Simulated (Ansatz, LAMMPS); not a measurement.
# Electronic structure of amorphous polyacrylonitrile (as short chains C14N4H18) at 360 K (108 atoms), part 2 of 2

Aim: energy, forces, charges and density of states of amorphous polyacrylonitrile (as short chains C14N4H18) at 360 K (108 atoms) at a fixed geometry.

Ansatz 0.2.0; Kohn-Sham DFT, PBE+D3(BJ), PAW (set soft_2), plane waves.

The cell: 42 C, 12 N and 54 H. The network of contacts between molecules at the start is that of the classical potential that made the cell. The density was typed from a rule of thumb and may lie off the real one at this temperature. The Brillouin zone is sampled at Γ only, in a cell whose shortest periodic width is 10 Å.

So far. Step 3 (Plane-wave single point): Between -16 and -10 eV lie 60 more states.

## 3. Plane-wave single point (continued)

Valence density in the ac plane at fractional y = 0.399, with atoms of H and C and N within 0.2 Å of it. It is the smooth field of the valence electrons, not physical close to the nuclei.

Ten even steps from '_' (0.0 e/Å³) to '@' (3.5 e/Å³), each cell a mean:
```
::==--..______________________________....______________..
..::::..__________________________________________________
..----::__________________..______________________________
..--++::________________::==::..__________________________
__..::..________________::++==::::::______________________
________________________::==++====--..____________________
________________________::====--::..______________________
________......__________..::::..__________________________
______--****--::________________________________..::..____
____..++@@@@**::..______________________________::==::____
______--****--..__________________............::--==::____
________....__________________..--****++==========++--..__
______________________________..**@@@@%%**====----==--..__
______________________________..--++++==--::..............
..________________________________....__________________..
__________________________________________________________
__________________________________________________________
__________________________________________________________
__________________________________________________________
----..______________________________..--::..____________..
++**--..____________________________::++==::..__________::
**##==..____________________________::====::..__________::
++**==..____________________________..==--..____________::
==++--..____________________________..==--..____________..
```
Columns run along a (10.3 Å), rows up along c (10.3 Å). Atoms in or near the plane, at fractional coordinates: H at (0.68, 0.01), C at (0.86, 0.50), C at (0.72, 0.48), N at (0.60, 0.47), C at (0.04, 0.03), H at (0.88, 0.61), H at (0.08, 0.83), C at (0.49, 0.75), N at (0.16, 0.59), H at (0.45, 0.84), H at (0.59, 0.77).

Electrostatic potential energy in the ac plane at fractional y = 0.399, with atoms of H and C and N within 0.2 Å of it. With pseudopotentials it is smooth inside the atoms' cores, unlike the true potential.

Ten even steps from '_' (-49 eV) to '@' (6 eV), each cell a mean:
```
**==**%%@@@@@@@@@@@@@@@@@@@@@@@@@@@@@@####@@@@@@@@@@@@@@%%
%%****%%@@@@@@@@@@@@@@@@@@@@@@@@@@@@@@@@@@@@@@@@@@@@@@@@@@
%%****##@@@@@@@@@@@@@@@@%%##@@@@@@@@@@@@@@@@@@@@@@@@@@@@@@
%%**::++@@@@@@@@@@@@@@%%==::##@@@@@@@@@@@@@@@@@@@@%%@@@@@@
@@%%++##@@@@@@@@@@@@@@@@##==--**##++##@@@@@@@@@@@@@@@@@@@@
@@@@@@@@@@@@@@@@@@@@@@@@**..__::==::##@@@@@@@@@@@@@@@@@@@@
@@@@@@@@@@@@@@@@@@@@@@@@##--..==%%%%@@@@@@@@@@@@@@@@@@@@@@
@@@@@@@@%%%%@@@@@@@@@@@@%%####%%@@@@@@@@@@@@@@@@@@@@@@@@@@
@@@@@@**::::**%%%%@@@@@@@@@@@@@@@@@@@@@@@@@@@@@@%%==**@@@@
@@@@@@==____--##%%@@@@@@@@@@@@@@@@@@@@@@@@@@@@@@##::++@@@@
@@@@@@**::::**%%@@@@@@@@@@@@@@@@@@%%%%%%####%%##----**%%@@
@@@@@@@@%%%%@@@@@@@@@@@@@@@@@@@@**::::==..__====____--%%@@
@@@@@@@@@@@@@@@@@@@@@@@@@@@@@@%%--____..____--++....++%%@@
@@@@@@@@@@@@@@@@@@@@@@@@@@@@@@@@**----**====##%%####%%%%@@
%%%%@@@@@@@@@@@@@@@@@@@@@@@@@@@@@@@@@@@@@@%%@@@@@@@@@@@@@@
@@@@@@@@@@@@@@@@@@@@@@@@@@@@@@@@@@@@@@@@@@@@@@@@@@@@@@@@@@
@@@@@@@@@@@@@@@@@@@@@@@@@@@@@@@@@@@@@@@@@@@@@@@@@@@@@@@@@@
@@@@@@@@@@@@@@@@@@@@@@@@@@@@@@@@@@@@@@@@@@@@@@@@@@@@@@@@@@
@@@@@@@@@@@@@@@@@@@@@@@@@@@@@@@@@@@@@@@@@@@@@@@@@@@@@@@@@@
****%%@@@@@@@@@@@@@@@@@@@@@@@@@@@@@@%%**##%%@@@@@@@@@@@@@@
::..++@@@@@@@@@@@@@@@@@@@@@@@@@@@@@@##::::**@@@@@@@@@@@@##
--::++%%@@@@@@@@@@@@@@@@@@@@@@@@@@@@**....**%%@@@@@@@@@@%%
..__::##@@@@@@@@@@@@@@@@@@@@@@@@@@@@%%++++%%@@@@@@@@@@@@##
____..**@@@@@@@@@@@@@@@@@@@@@@@@@@@@%%::--%%@@@@@@@@@@@@##
```
Columns run along a (10.3 Å; values clipped at the 3rd and 97th percentile), rows up along c (10.3 Å). Atoms in or near the plane, at fractional coordinates: H at (0.68, 0.01), C at (0.86, 0.50), C at (0.72, 0.48), N at (0.60, 0.47), C at (0.04, 0.03), H at (0.88, 0.61), H at (0.08, 0.83), C at (0.49, 0.75), N at (0.16, 0.59), H at (0.45, 0.84), H at (0.59, 0.77).

Mean Löwdin charges: C -0.11, H +0.20, N -0.21 e (they miss 1.2 % of the electrons, so they add up to more than the cell's charge).

## 4. Distances and neighbours

Bonds and neighbours are counted at the geometry of the runs.

Density 1.09 g/cm³, 10.25 Å³ an atom.

Pair distribution functions g(r), in bins of 0.2 Å:

```csv
r (Å),total,H-H,H-C,H-N,C-C,C-N,N-N
1.00,2.02,0.00,5.20,0.00,0.00,0.00,0.00
1.20,2.02,0.00,3.48,0.00,0.00,7.74,0.00
1.40,0.56,0.00,0.00,0.00,3.73,0.00,0.00
1.60,0.84,0.44,0.00,0.00,4.82,0.00,0.00
1.80,0.62,2.48,0.00,0.00,0.00,0.00,0.00
2.00,0.65,0.45,1.40,0.00,0.00,0.00,0.00
2.20,1.44,1.16,2.92,0.14,0.00,0.00,0.00
2.40,0.93,1.79,0.36,0.57,1.84,0.00,0.00
2.60,1.43,1.34,1.20,1.90,1.89,1.52,0.00
2.80,0.81,0.84,1.17,1.19,0.07,0.00,0.00
3.00,1.00,1.34,1.05,1.29,0.55,0.18,0.71
3.20,0.90,0.81,0.68,2.01,0.69,1.26,0.00
3.40,1.02,0.79,1.05,1.00,0.44,2.54,1.03
3.60,0.93,0.85,0.83,1.37,0.42,1.90,0.96
3.80,0.94,0.81,0.82,1.08,1.09,1.27,2.12
4.00,0.88,0.66,0.93,0.98,0.82,1.31,0.37
4.20,0.98,0.93,1.00,1.12,0.68,1.25,2.42
4.40,0.98,0.83,0.91,1.25,1.03,1.31,0.93
4.60,1.02,1.14,0.89,0.83,1.27,1.16,0.57
4.80,0.89,0.93,0.87,0.89,0.91,0.87,0.53
5.00,0.99,1.11,0.96,1.05,0.88,0.90,0.97
```

Bonds by pair of elements; cutoffs follow the first minimum of g(r), held within bounds set by covalent radii, and pairs that aren't listed don't count as bonded:

```csv
pair A-B,cutoff (Å),bonds,mean length (Å),spread (Å),shortest (Å),B about A,A about B
H-C,1.34,54,1.10,0.027,1.05,1,1.29
C-C,1.85,39,1.51,0.043,1.42,1.86,1.86
C-N,1.62,12,1.16,0.022,1.12,0.286,1
```

How many atoms have how many bonded neighbours:

```csv
element,mean,1,2,4
C,3.43,0,12,30
H,1,54,0,0
N,1,12,0,0
```

Bond angles, per cent of each kind in bins of 5°:

```csv
angle (°),C-C-H,C-C-C,H-C-H,C-C-N
95–100,4.9,0.0,3.3,0.0
100–105,19.6,0.0,36.7,0.0
105–110,34.3,33.3,40.0,0.0
110–115,27.5,45.8,13.3,0.0
115–120,13.7,18.8,6.7,0.0
120–125,0.0,0.0,0.0,0.0
125–130,0.0,2.1,0.0,0.0
130–135,0.0,0.0,0.0,0.0
135–140,0.0,0.0,0.0,0.0
140–145,0.0,0.0,0.0,0.0
145–150,0.0,0.0,0.0,0.0
150–155,0.0,0.0,0.0,0.0
155–160,0.0,0.0,0.0,0.0
160–165,0.0,0.0,0.0,8.3
165–170,0.0,0.0,0.0,25.0
170–175,0.0,0.0,0.0,33.3
175–180,0.0,0.0,0.0,33.3
```

Bond angles (no mean is given where the spread exceeds 20°):

```csv
angle,count,mean (°),spread (°)
C-C-H,102,109,5.3
C-C-C,48,112,4.1
H-C-H,30,107,4.8
C-C-N,12,172,4.1
```

Bond length by coordination (bonds to H left out):

```csv
element,coordination,atoms,mean bond length (Å)
C,2,12,1.32
C,4,30,1.52
```

Counting bonds as in the table, 71 % of C atoms have 4, all H atoms have 1 and all N atoms have 1 bonded neighbour. The C-C-H angle averages 109° with a spread of 5°.

A closer look about C4, which bears the longest force: 10 atoms, nearest first, numbered in the order of the input, with positions taken from that point.

```csv
atom,x,y,z,distance (Å),bonds,Löwdin charge (e),Fx,Fy,Fz (eV/Å)
C4,0.00,0.00,0.00,0.00,2,0.21,-3.11,2.71,-3.69
N5,0.80,-0.44,0.66,1.13,1,-0.20,2.95,-2.04,2.90
C3,-0.84,0.76,-0.97,1.49,4,-0.13,0.70,-0.72,-0.33
H24,-1.11,0.03,-1.78,2.10,1,0.20,0.29,0.36,0.23
C6,-2.09,1.26,-0.32,2.46,4,-0.21,-0.91,0.34,1.05
C2,-0.09,2.04,-1.55,2.56,4,-0.25,-0.73,-0.71,-1.03
H22,0.68,2.32,-0.87,2.57,1,0.20,0.53,0.35,0.66
H26,-1.71,2.14,0.24,2.75,1,0.18,-0.99,-0.57,0.17
H25,-2.69,0.55,0.34,2.77,1,0.18,1.54,0.73,-0.23
H100,0.29,2.08,2.07,2.95,1,0.18,0.55,0.90,1.40
```

The column of bonds counts only the pairs H-C within 1.34 Å, C-C within 1.85 Å, C-N within 1.62 Å; other neighbours, such as metal atoms beside each other in a compound, aren't counted, and periodic images can show an atom twice.

## 5. Summary of results

* free energy per atom: -148.2079 eV/atom
* pressure: 1.115 GPa
* r.m.s. force component: 0.9717 eV/Å
* gap (highest filled to lowest empty level): 5.701 eV
* wall time of the 1 DFT run: 6.4 s

In words: The highest filled and lowest empty levels differ by 5.70 eV (at Γ alone); a semilocal functional tends to put such gaps too low. In a disordered cell it changes from sample to sample, and tail or defect levels can set it. Counting bonds as in the table, 71 % of C atoms have 4, all H atoms have 1 and all N atoms have 1 bonded neighbour.

**Limits.** The force components of 0.97 eV/Å r.m.s. come partly from thermal motion and partly from the difference between the classical potential and DFT, above all in bond lengths inside molecules. The pressure of a single frame lacks the kinetic term.

[Logs are printed without paths, hosts, clocks, repeated set-up lines and the standing remarks that a program may print on its own settings, such as how far it seeks lower states.]

[Hosts, paths, dates, database ids (printed as entryN), source tags and the programs' standing remarks are cut or masked in the printed files.]
